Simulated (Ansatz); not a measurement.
# Ta2N(OH)2 MXene monolayer in a perpendicular field, part 2 of 3

Wanted: the out-of-plane response of the Ta2N(OH)2 MXene monolayer. A positive field points along +c.

Ansatz 0.2.0; plane-wave DFT, PBE-D3(BJ), Ansatz PAW (set soft_1); PAW set soft_1 (the session's first sound run).

So far. Step 2 (Relaxing the slab): The lattice constant a goes from 3.155 to 3.242 Å.

## (3) Single point, field 0

A sawtooth potential applies the field, turning back in the middle of the vacuum. With the dipole correction the typed value is the field outside the slab. The induced dipole is small, so the SCF threshold is tight.

The cell differs from the one that the last finished run ended in (c 44.782 → 24.637 Å).

input.yaml reads:

```yaml
crystal:
  lattice:
    - [3.2424174675, 0.0, 0.0]
    - [-1.6212087338, 2.8080158965, 0.0]
    - [0.0, 0.0, 24.6369789533]
  atoms:
    - { symbol: H, position: [0.3333333333, 0.6666666667, 0.3653045293] }
    - { symbol: O, position: [0.3333333333, 0.6666666667, 0.405210983] }
    - { symbol: Ta, position: [0.6666666667, 0.3333333333, 0.4576889833] }
    - { symbol: "N", position: [0.0, 0.0, 0.5] }
    - { symbol: Ta, position: [0.3333333333, 0.6666666667, 0.5423110167] }
    - { symbol: O, position: [0.6666666667, 0.3333333333, 0.594789017] }
    - { symbol: H, position: [0.6666666667, 0.3333333333, 0.6346954707] }
kpoints:
  mp_grid: { grid: [18, 18, 1] }
  band_path:
    path: [[0, 0, 0], [0.5, 0, 0], [0.33333333, 0.33333333, 0], [0, 0, 0]]
    npoints: 16
hamiltonian:
  xc: pbe
  dispersion: d3bj
  pseudopotentials: { kind: paw, azcp: { folder: soft_1 } }
scf:
  occupations: { method: fermi_dirac, width: 0.02585 }
  convergence: { dr2_threshold: 1.0e-10 }
efield:
  axis: 3
  dipole_correction: true
  ramp_position: 0.97
  ramp_width: 0.06
  amplitude: 0
output:
  dos: { projected: true, e_range: [-6, 5] }
  bader: true
  write_potential: true
  write_density: true
  volumetric_format: npy
  elf: true
```

The run is started by

```sh
$ ansatz run input.yaml --threads 4 --pin off --max-ram 6144MiB --backend cpu --events-out ev --progress --plain --runs-dir out
```

Numbers of over 12 decimals in the logs are rounded to 6 here.

Output:

```text
[...]
Crystal: 7 atoms, lattice volume = 224.314 Å³
Basis set: ecut = 420 eV, 4487 PW (Γ)
Bands: 30, of which v1, the nominal top of the filled ones, is band 23 counted from 1 (22 counted from 0)
Symmetry: 6 space group operations
k-points: 37 of 324 (time reversal used)
[...]
SCF iter   1: F=—  HF=-21425.865305 eV  |F-HF|=—  |Δ(HF+E_count)|=         —  Δρ=8.22e-2  dr2=2.26e1  ethr=3.10e-3  p=-0.000 e·Å  D=-1.31e-14 V/Å  ΔV_dip=0.00 eV  dr2_dipole=1.03e-7  V_vac-E_F(+/−)=5.77/5.77 eV  ⟨swp⟩=9.5  Hψ=5847  notcnv=0
efield: sawtooth ramp at fractional position 0.9700 (set: `efield.ramp_position`, or a place that a band, a saddle search or an elastic batch's reference lends), width 0.0600; the density the first Hamiltonian is built on has a dipole p = -0.000 e·Å; the dipole correction subtracts the counter field D = -1.31e-14 V/Å, which shifts the + side's vacuum level by +0.00 eV against the − side's; the planar-averaged density in the ramp window peaks in size at 7.4e-7 e/Å³
[...]
SCF iter   2: F=—  HF=-21445.676921 eV  |F-HF|=—  |Δ(HF+E_count)|=    1.98e1  Δρ=1.39e-1  dr2=6.24e2  ethr=3.10e-3  p=-0.000 e·Å  D=-2.85e-4 V/Å  ΔV_dip=0.01 eV  dr2_dipole=6.91e-4  V_vac-E_F(+/−)=-2.43/-2.43 eV  ⟨swp⟩=11.9  Hψ=7267  notcnv=0  defer=83  recentre
[...]
SCF iter  18: F=-21420.221550 eV  HF=-21420.221550 eV  |F-HF|=1.82e-11  |Δ(HF+E_count)|=  9.09e-11  Δρ=2.88e-8  dr2=7.66e-12  ethr=1.00e-12  p=0.000 e·Å  D=1.23e-7 V/Å  ΔV_dip=-0.00 eV  dr2_dipole=3.36e-14  V_vac-E_F(+/−)=2.78/2.78 eV  ⟨swp⟩=16.8  Hψ=5014  notcnv=0
SCF 1 converged in 18 iterations: F = -21420.221550 eV  dr2 = 7.66e-12
[...]
NSCF: frozen V_eff on 49 k-points
efield: sawtooth ramp at fractional position 0.9700 (kept from the solve that this one continues, or follows in the run), width 0.0600; the density the first Hamiltonian is built on has a dipole p = 0.000 e·Å; the dipole correction subtracts the counter field D = 1.23e-7 V/Å, which shifts the + side's vacuum level by -0.00 eV against the − side's; the planar-averaged density in the ramp window peaks in size at 5.5e-7 e/Å³
[...]
SCF converged after 18 iterations
Free energy (F): -21420.221550 eV
[...]
Internal energy: -21420.213752 eV  (E = F + TS)
E sigma→0 (E₀):  -21420.217651 eV
Entropy (-TS):   -0.007798 eV (-1.114 meV/atom)
Fermi energy:    2.648042 eV
Dipole field:    D = -0.000000 V/Å  (p = -0.000000 e·Å, saw-weighted, corrected)
Work function:   Φ+ = 2.7839 eV   Φ− = 2.7839 eV
Levels:          The Fermi level and band energies are counted from a zero that moves with the ramp; work functions are not
[...]
--- Band table (eV; the first three rows and the last of 37) ---
  k-point 0: bands = [... 19 lower, -2.8181, 0.3756, 0.3756, 1.7765, 2.2604, 2.3772, 2.7531, 4.3840, ... 3 higher]
  k-point 1: bands = [... 19 lower, -2.8702, 0.2865, 0.4566, 1.8678, 2.3616, 2.3802, 2.8188, 4.2910, ... 3 higher]
  k-point 2: bands = [... 19 lower, -3.0023, 0.0607, 0.6829, 2.0316, 2.4493, 2.5163, 3.0889, 4.1452, ... 3 higher]
  k-point 36: bands = [... 19 lower, -3.9374, 1.0588, 1.0588, 1.6108, 4.5451, 4.5451, 5.1435, 6.1944, ... 3 higher]
--- Bader charges: 7 sites ---
  site symbol  charge [e]  shift [e]
     0      H      0.4779     0.0040
     1      O     -1.3247     0.0060
     2     Ta      1.7446     0.0042
     3      N     -1.7954     0.0044
     4     Ta      1.7446     0.0042
     5      O     -1.3247     0.0060
     6      H      0.4779     0.0040
  estimated error of the sums over rays = 6.5e-4 e
```

It took 46 s on 4 threads of Arm Neoverse V1, shared host; peak memory 0.66 GiB.

The column dr2 measures how far the density is from self-consistency, as an energy; F and HF (Harris–Foulkes) agree once it is small.

Numbers from this step:

```
energy at zero smearing   : -21420.2177 eV
work function, upper face : 2.784 eV
dipole along the normal   : -1.36e-7 e·Å
```

Running mean over a fixed 2.6 Å (it still follows the layers) of the planar mean; the ramp of the sawtooth is left out. Electron's electrostatic potential energy less the Fermi level against z:

| z (Å) | electron's electrostatic potential energy less the Fermi level (eV) |
| --- | --- |
| 4 | 2.78 |
| 5 | 2.76 |
| 6 | 2.68 |
| 7 | 2.34 |
| 8 | 1.11 |
| 9 | -1.80 |
| 10 | -7.28 |
| 11 | -12.2 |
| 12 | -14.8 |
| 13 | -13.8 |
| 14 | -10.8 |
| 15 | -4.85 |
| 16 | -0.442 |
| 17 | 1.66 |
| 18 | 2.51 |
| 19 | 2.72 |
| 20 | 2.77 |
| 21 | 2.78 |

The density of states has structure finer than the step of the table below, so its rows give means over 0.2 eV, whole bins alone (the curve runs from -6 to 1.5 eV). Peaks (eV: height): -3.02: 2.20, -1.89: 2.52, -1.81: 2.51, -1.62: 2.54, -0.27: 4.05, 0.59: 5.01, 1.47: 8.40.

Density of states against energy, zero at the Fermi level; means over each step:

| energy (eV) | density of states (states/eV a cell) |
| --- | --- |
| -5.8 | 0.810 |
| -5.6 | 0.605 |
| -5.4 | 0.0517 |
| -5.2 | 0 |
| -5.0 | 0 |
| -4.8 | 0 |
| -4.6 | 0 |
| -4.4 | 0 |
| -4.2 | 0.450 |
| -4.0 | 0.811 |
| -3.8 | 0.898 |
| -3.6 | 0.963 |
| -3.4 | 1.07 |
| -3.2 | 1.26 |
| -3.0 | 1.68 |
| -2.8 | 1.14 |
| -2.6 | 0.773 |
| -2.4 | 0.545 |
| -2.2 | 0.452 |
| -2.0 | 0.614 |
| -1.8 | 1.65 |
| -1.6 | 1.40 |
| -1.4 | 1.27 |
| -1.2 | 0.932 |
| -1.0 | 0.819 |
| -0.8 | 1.04 |
| -0.6 | 1.86 |
| -0.4 | 1.73 |
| -0.2 | 2.62 |
| 0.0 | 2.40 |
| 0.2 | 2.61 |
| 0.4 | 2.79 |
| 0.6 | 3.68 |
| 0.8 | 2.09 |
| 1.0 | 1.61 |
| 1.2 | 1.93 |
| 1.4 | 4.33 |

Projected DOS per atom over height of the atomic layer and energy from the Fermi level. Layers: H O Ta N Ta O H from below.

Values in states/eV, 22 rows by 7 columns, each cell a mean:
```
0.15 0.12 1.00 0.19 1.00 0.12 0.15
0.15 0.09 0.43 0.10 0.43 0.09 0.15
0.16 0.12 1.12 0.26 1.12 0.12 0.16
0.18 0.11 0.82 0.20 0.82 0.11 0.18
0.22 0.12 0.68 0.11 0.68 0.12 0.22
0.06 0.08 0.76 0.10 0.76 0.08 0.06
0.02 0.05 0.51 0.07 0.51 0.05 0.02
0.00 0.04 0.36 0.04 0.36 0.04 0.00
0.00 0.05 0.51 0.05 0.51 0.05 0.00
0.00 0.05 0.64 0.03 0.64 0.05 0.00
0.00 0.01 0.23 0.01 0.23 0.01 0.00
0.00 0.02 0.25 0.03 0.25 0.02 0.00
0.01 0.05 0.45 0.06 0.45 0.05 0.01
0.02 0.07 0.62 0.08 0.62 0.07 0.02
0.01 0.05 0.44 0.04 0.44 0.05 0.01
0.01 0.03 0.39 0.02 0.39 0.03 0.01
0.00 0.02 0.26 0.01 0.26 0.02 0.00
0.00 0.00 0.00 0.00 0.00 0.00 0.00
0.00 0.00 0.00 0.00 0.00 0.00 0.00
0.00 0.00 0.00 0.00 0.00 0.00 0.00
0.00 0.12 0.01 0.07 0.01 0.12 0.00
0.00 0.32 0.04 0.17 0.04 0.32 0.00
```
Columns: height of the atomic layer (Å) from 9 to 15.6 (not evenly spaced); rows upwards: energy from the Fermi level (eV) from -5.96 to 1.42.

The electronic bands at the labelled points (eV, zero at the Fermi level):

| point | band 20 | band 21 | band 22 | band 23 | band 24 | band 25 | band 26 | band 27 |
| --- | --- | --- | --- | --- | --- | --- | --- | --- |
| Γ | -5.47 | -2.27 | -2.27 | -0.87 | -0.39 | -0.27 | 0.10 | 1.74 |
| halfway | -5.99 | -3.41 | -0.98 | -0.57 | 0.38 | 0.79 | 1.41 | 1.56 |
| M | -6.00 | -4.25 | 0.61 | 0.66 | 1.43 | 1.63 | 2.43 | 2.69 |
| halfway | -6.35 | -3.30 | -0.24 | -0.19 | 1.68 | 2.17 | 2.23 | 2.93 |
| K | -6.59 | -1.59 | -1.59 | -1.04 | 1.90 | 1.90 | 2.50 | 3.55 |
| halfway | -6.28 | -2.95 | -1.90 | 0.42 | 0.83 | 0.84 | 1.49 | 1.58 |
| Γ | -5.47 | -2.27 | -2.27 | -0.87 | -0.39 | -0.27 | 0.10 | 1.74 |

ELF in the ca plane at fractional y = 0.333, with atoms of Ta and O and H within 0.2 Å of it. It is the smooth field of the valence electrons, not physical close to the nuclei.

Ten even steps from '0' (0.00) to '9' (0.97), each cell a mean:
```
32100001113553232113776432112232110000000000
32100000137666333116877886211232210000000000
32100000147327433127647998211232210000000000
32100000136666333116877885211232210000000000
32100012212442232113675331012332110000000000
32100124531113432221121000012332110000000000
32101124652124532332000000012332110000000000
32100123531113432221222100012332110000000000
```
Columns run along c (16.0 Å, from fractional 0.29 to 0.94 of the cell), rows up along a (3.2 Å). Atoms in or near the plane, at fractional coordinates: Ta at (0.46, 0.67), O at (0.59, 0.67), H at (0.63, 0.67).

Valence density in the ca plane at fractional y = 0.333, with atoms of Ta and O and H within 0.2 Å of it. It is the smooth field of the valence electrons, not physical close to the nuclei.

Ten steps, logarithmic in the rise over the least value, from '0' (0.0 e/Å³) to '9' (7.3 e/Å³), each cell a mean:
```
00000000000000011235665433334554321000000000
00000000000000001257887533235887642000000000
00000000000000001258888633236998753100000000
00000000000000001247887533235787542000000000
00000000000000012235665433333454210000000000
00000000000000123333334444443221100000000000
00000000000000123433234444553211000000000000
00000000000000112333334444443222100000000000
```
Columns run along c (16.0 Å, from fractional 0.15 to 0.80 of the cell), rows up along a (3.2 Å). Atoms in or near the plane, at fractional coordinates: Ta at (0.46, 0.67), O at (0.59, 0.67), H at (0.63, 0.67).

Electrostatic potential energy in the ca plane at fractional y = 0.333, with atoms of Ta and O and H within 0.2 Å of it. With pseudopotentials it is smooth inside the atoms' cores, unlike the true potential.

Ten even steps from '0' (-42 eV) to '9' (5 eV), each cell a mean:
```
99999999975325788888878999999999999999999999
99999999861000588887213568999999999999999999
99999999850000489995000127999999999999999999
99999999862001588887324668999999999999999999
99999999986335788778888999999999999999999999
99999999998778887667899999999999999999999999
99999999999888876557899999999999999999999999
99999999988778887667899999999999999999999999
```
Columns run along c (16.0 Å, from fractional 0.29 to 0.94 of the cell; values clipped at the 3rd and 97th percentile), rows up along a (3.2 Å). Atoms in or near the plane, at fractional coordinates: Ta at (0.46, 0.67), O at (0.59, 0.67), H at (0.63, 0.67).

The work function of the upper face is 2.78 eV.

## (4) Atoms held, field 0.05 V/Å

Edit input.yaml of step 3 so:

```diff
@@ -30,6 +30,4 @@
   ramp_width: 0.06
-  amplitude: 0
+  amplitude: 0.05
 output:
-  dos: { projected: true, e_range: [-6, 5] }
-  bader: true
   write_potential: true
@@ -37,2 +35 @@
   volumetric_format: npy
-  elf: true
```

Output:

```text
[...]
Crystal: 7 atoms, lattice volume = 224.314 Å³
Basis set: ecut = 420 eV, 4487 PW (Γ)
Bands: 30, of which v1, the nominal top of the filled ones, is band 23 counted from 1 (22 counted from 0)
Symmetry: 6 space group operations
k-points: 37 of 324 (time reversal used)
[...]
k-point 0: bands = [... 19 lower, -2.8188, 0.3751, 0.3751, 1.7759, 2.2596, 2.3767, 2.7525, 4.3782, ... 3 higher]
  k-point 1: bands = [... 19 lower, -2.8709, 0.2860, 0.4560, 1.8672, 2.3594, 2.3811, 2.8182, 4.2893, ... 3 higher]
  k-point 2: bands = [... 19 lower, -3.0030, 0.0601, 0.6824, 2.0310, 2.4480, 2.5162, 3.0883, 4.1443, ... 3 higher]
  k-point 36: bands = [... 19 lower, -3.9344, 1.0579, 1.0585, 1.6102, 4.5444, 4.5447, 5.1429, 6.1922, ... 3 higher]
[key lines of the parts left out:]
SCF converged after 19 iterations
Free energy (F): -21420.222274 eV
Fermi energy:    2.647508 eV
Dipole field:    D = 0.023353 V/Å  (p = 0.028950 e·Å, saw-weighted, corrected)
```

Elapsed: 17 s, on 4 threads; peak memory 0.62 GiB; 67 s of CPU time.

The dipole is 0.0289 e·Å.

## (5) Atoms held, field -0.05 V/Å

Edit input.yaml of step 4 so:

```diff
@@ -30,3 +30,3 @@
   ramp_width: 0.06
-  amplitude: 0.05
+  amplitude: -0.05
 output:
```

Output:

```text
[...]
Crystal: 7 atoms, lattice volume = 224.314 Å³
Basis set: ecut = 420 eV, 4487 PW (Γ)
Bands: 30, of which v1, the nominal top of the filled ones, is band 23 counted from 1 (22 counted from 0)
Symmetry: 6 space group operations
k-points: 37 of 324 (time reversal used)
[...]
k-point 0: bands = [... 19 lower, -2.8188, 0.3751, 0.3751, 1.7759, 2.2596, 2.3767, 2.7525, 4.3782, ... 3 higher]
  k-point 1: bands = [... 19 lower, -2.8709, 0.2860, 0.4560, 1.8672, 2.3594, 2.3811, 2.8182, 4.2893, ... 3 higher]
  k-point 2: bands = [... 19 lower, -3.0030, 0.0601, 0.6824, 2.0310, 2.4480, 2.5162, 3.0883, 4.1443, ... 3 higher]
  k-point 36: bands = [... 19 lower, -3.9344, 1.0579, 1.0585, 1.6102, 4.5444, 4.5447, 5.1429, 6.1922, ... 3 higher]
[key lines of the parts left out:]
SCF converged after 19 iterations
Free energy (F): -21420.222274 eV
Fermi energy:    2.647506 eV
Dipole field:    D = -0.023356 V/Å  (p = -0.028953 e·Å, saw-weighted, corrected)
```

The job ended after 17 s (4 threads; peak memory 0.62 GiB).

The dipole is -0.0290 e·Å.

## (6) Atoms held, field 0.1 V/Å

Edit input.yaml of step 5 so:

```diff
@@ -28,5 +28,5 @@
   dipole_correction: true
-  ramp_position: 0.97
-  ramp_width: 0.06
-  amplitude: -0.05
+  ramp_position: 0.9192
+  ramp_width: 0.1615
+  amplitude: 0.1
 output:
```

Output:

```text
[...]
Crystal: 7 atoms, lattice volume = 224.314 Å³
Basis set: ecut = 420 eV, 4487 PW (Γ)
Bands: 30, of which v1, the nominal top of the filled ones, is band 23 counted from 1 (22 counted from 0)
Symmetry: 6 space group operations
k-points: 37 of 324 (time reversal used)
[...]
k-point 0: bands = [... 19 lower, -2.8208, 0.3735, 0.3735, 1.7741, 2.2571, 2.3752, 2.7507, 4.3619, ... 3 higher]
  k-point 1: bands = [... 19 lower, -2.8728, 0.2843, 0.4544, 1.8654, 2.3538, 2.3828, 2.8165, 4.2837, ... 3 higher]
  k-point 2: bands = [... 19 lower, -3.0049, 0.0584, 0.6807, 2.0292, 2.4444, 2.5160, 3.0866, 4.1416, ... 3 higher]
  k-point 36: bands = [... 19 lower, -3.9327, 1.0559, 1.0572, 1.6085, 4.5425, 4.5432, 5.1412, 6.1888, ... 3 higher]
[key lines of the parts left out:]
SCF converged after 18 iterations
Free energy (F): -21420.224444 eV
Fermi energy:    2.645971 eV
Dipole field:    D = 0.046702 V/Å  (p = 0.057894 e·Å, saw-weighted, corrected)
```

Wall time 17 s (4 threads); peak memory 0.62 GiB.

The dipole is 0.0579 e·Å.

## (7) Single point, field 0.2 V/Å

Edit input.yaml of step 6 so:

```diff
@@ -30,3 +30,3 @@
   ramp_width: 0.1615
-  amplitude: 0.1
+  amplitude: 0.2
 output:
```

Output:

```text
[...]
Crystal: 7 atoms, lattice volume = 224.314 Å³
Basis set: ecut = 420 eV, 4487 PW (Γ)
Bands: 30, of which v1, the nominal top of the filled ones, is band 23 counted from 1 (22 counted from 0)
Symmetry: 6 space group operations
k-points: 37 of 324 (time reversal used)
[...]
k-point 0: bands = [... 19 lower, -2.8289, 0.3666, 0.3666, 1.7664, 2.2468, 2.3689, 2.7434, 4.2854, ... 3 higher]
  k-point 1: bands = [... 19 lower, -2.8809, 0.2775, 0.4476, 1.8578, 2.3360, 2.3843, 2.8092, 4.2489, ... 3 higher]
  k-point 2: bands = [... 19 lower, -3.0130, 0.0515, 0.6739, 2.0220, 2.4301, 2.5142, 3.0793, 4.1295, ... 3 higher]
  k-point 36: bands = [... 19 lower, -3.9338, 1.0484, 1.0508, 1.6013, 4.5350, 4.5363, 5.1338, 6.1782, ... 3 higher]
[key lines of the parts left out:]
SCF converged after 19 iterations
Free energy (F): -21420.233135 eV
Fermi energy:    2.639431 eV
Dipole field:    D = 0.093531 V/Å  (p = 0.115944 e·Å, saw-weighted, corrected)
```

Elapsed: 17 s, on 4 threads; peak memory 0.62 GiB; 66 s of CPU time.

The dipole is 0.116 e·Å.

## (8) Atoms held, field 0.3 V/Å

Edit input.yaml of step 7 so:

```diff
@@ -28,6 +28,8 @@
   dipole_correction: true
-  ramp_position: 0.9192
-  ramp_width: 0.1615
-  amplitude: 0.2
+  ramp_position: 0.9163
+  ramp_width: 0.1674
+  amplitude: 0.3
 output:
+  dos: { projected: true, e_range: [-6, 5] }
+  bader: true
   write_potential: true
@@ -35 +37,2 @@
   volumetric_format: npy
+  elf: true
```

Output:

```text
[...]
Crystal: 7 atoms, lattice volume = 224.314 Å³
Basis set: ecut = 420 eV, 4487 PW (Γ)
Bands: 30, of which v1, the nominal top of the filled ones, is band 23 counted from 1 (22 counted from 0)
Symmetry: 6 space group operations
k-points: 37 of 324 (time reversal used)
[...]
k-point 36: bands = [... 19 lower, -3.9417, 1.0353, 1.0388, 1.5883, 4.5218, 4.5236, 5.1206, 6.1620, ... 3 higher]
--- Bader charges: 7 sites ---
  site symbol  charge [e]  shift [e]
     0      H      0.4618     0.0040
     1      O     -1.3261     0.0060
     2     Ta      1.7472     0.0042
     3      N     -1.7953     0.0044
     4     Ta      1.7407     0.0042
     5      O     -1.3217     0.0060
     6      H      0.4933     0.0040
  estimated error of the sums over rays = 6.7e-4 e
[key lines of the parts left out:]
SCF converged after 20 iterations
Free energy (F): -21420.247645 eV
Fermi energy:    2.627555 eV
Dipole field:    D = 0.140651 V/Å  (p = 0.174356 e·Å, saw-weighted, corrected)
```

It took 47 s on 4 threads; peak memory 0.63 GiB.

The dipole is 0.174 e·Å.

## (9) Response, atoms held

This step: plane-wave DFT, PBE-D3(BJ), Ansatz PAW (set soft_1); response to a field along the normal, atoms held; PAW set soft_1 (Ansatz 0.2.0).

The dipoles give the slope, and the difference of two potentials shows where the field is screened.

Numbers from this step:

```yaml
equivalent_conductor_thickness_p_eps_0ae: 11.51 Å
distance_between_the_outer_atoms: 6.637 Å
```

Table of dipole of the cell by applied field:

| applied field (V/Å) | dipole of the cell (e·Å) |
| --- | --- |
| -0.050 | -0.0290 |
| 0.000 | 0 |
| 0.050 | 0.0289 |
| 0.100 | 0.0579 |
| 0.200 | 0.116 |
| 0.300 | 0.174 |

Local field over the applied field, running mean. From the potentials at -0.05 and 0.05 V/Å; running mean over 2.5 Å. Table of local field over applied field by z:

| z (Å) | local field over applied field |
| --- | --- |
| 4.5 | 0.961 |
| 5.0 | 0.928 |
| 5.5 | 0.872 |
| 6.0 | 0.785 |
| 6.5 | 0.657 |
| 7.0 | 0.493 |
| 7.5 | 0.306 |
| 8.0 | 0.131 |
| 8.5 | -0.00220 |
| 9.0 | -0.0836 |
| 9.5 | -0.111 |
| 10.0 | -0.101 |
| 10.5 | -0.0715 |
| 11.0 | -0.0453 |
| 11.5 | -0.0259 |
| 12.0 | -0.0162 |
| 12.5 | -0.0145 |
| 13.0 | -0.0227 |
| 13.5 | -0.0388 |
| 14.0 | -0.0638 |
| 14.5 | -0.0937 |
| 15.0 | -0.112 |
| 15.5 | -0.0957 |
| 16.0 | -0.0304 |
| 16.5 | 0.0897 |
| 17.0 | 0.255 |
| 17.5 | 0.443 |
| 18.0 | 0.616 |
| 18.5 | 0.754 |
| 19.0 | 0.852 |
| 19.5 | 0.915 |
| 20.0 | 0.953 |
| 20.5 | 0.975 |

The induced electron density oscillates, so the rows of the table below give means over windows of 0.5 Å about each position, cut where the curve ends. Its maxima inside the range that stand out by 2 % of the span (Å: e/Å³ per V/Å): 7.66: 0.00264, 9.72: -4.0e-6, 10.68: 1.8e-4, 13.41: 6.0e-4, 14.65: 9.4e-4, 15.33: 6.4e-4. Its minima: 9.31: -6.4e-4, 9.99: -9.4e-4, 11.22: -6.0e-4, 13.96: -1.8e-4, 14.92: 5.0e-6, 16.97: -0.00264.

Electrons, planar mean, per unit field. Table of induced electron density by z; means over each step:

| z (Å) | induced electron density (e/Å³ per V/Å) |
| --- | --- |
| 4.5 | 2.0e-4 |
| 5.0 | 3.6e-4 |
| 5.5 | 6.2e-4 |
| 6.0 | 0.00105 |
| 6.5 | 0.00164 |
| 7.0 | 0.00223 |
| 7.5 | 0.00258 |
| 8.0 | 0.00245 |
| 8.5 | 0.00152 |
| 9.0 | -1.7e-4 |
| 9.5 | -3.2e-4 |
| 10.0 | -6.4e-4 |
| 10.5 | -1.2e-6 |
| 11.0 | -2.6e-4 |
| 11.5 | -3.9e-4 |
| 12.0 | -6.3e-5 |
| 12.5 | 1.9e-5 |
| 13.0 | 2.8e-4 |
| 13.5 | 4.2e-4 |
| 14.0 | -8.0e-5 |
| 14.5 | 6.3e-4 |
| 15.0 | 2.5e-4 |
| 15.5 | 4.4e-4 |
| 16.0 | -0.00107 |
| 16.5 | -0.00230 |
| 17.0 | -0.00261 |
| 17.5 | -0.00236 |
| 18.0 | -0.00181 |
| 18.5 | -0.00120 |
| 19.0 | -7.2e-4 |
| 19.5 | -4.2e-4 |
| 20.0 | -2.4e-4 |
| 20.5 | -1.4e-4 |

By hand: between -0.05 and 0.05 V/Å the dipole changes by 0.05790 e·Å, a slope of 0.5790 e·Å²/V. A perfect conductor of thickness t has p = ε₀AEt, so t = 180.95 × 0.5790 / 9.105 = 11.51 Å (e/ε₀ = 180.95 V·Å, A in Å²).

The induced dipole is that of a conductor 11.51 Å thick.

(Continued in part 3 of 3.)

[Logs are printed without paths, hosts, clocks, repeated set-up lines and the standing remarks that a program may print on its own settings, such as how far it seeks lower states.]

[Hosts, paths, dates, database ids (printed as entryN), source tags and the programs' standing remarks are cut or masked in the printed files.]

[Maps of the electrostatic potential energy from Ansatz leave out the sawtooth potential of an applied field or a dipole correction, so their vacuum need not be flat; planar profiles and work functions include it.]

[The density of states shown here was stored with 400 of the rows of the run's finer table, so its peaks can read low, often by over a quarter, or be missed, and its means over a window can be off by a tenth or more.]
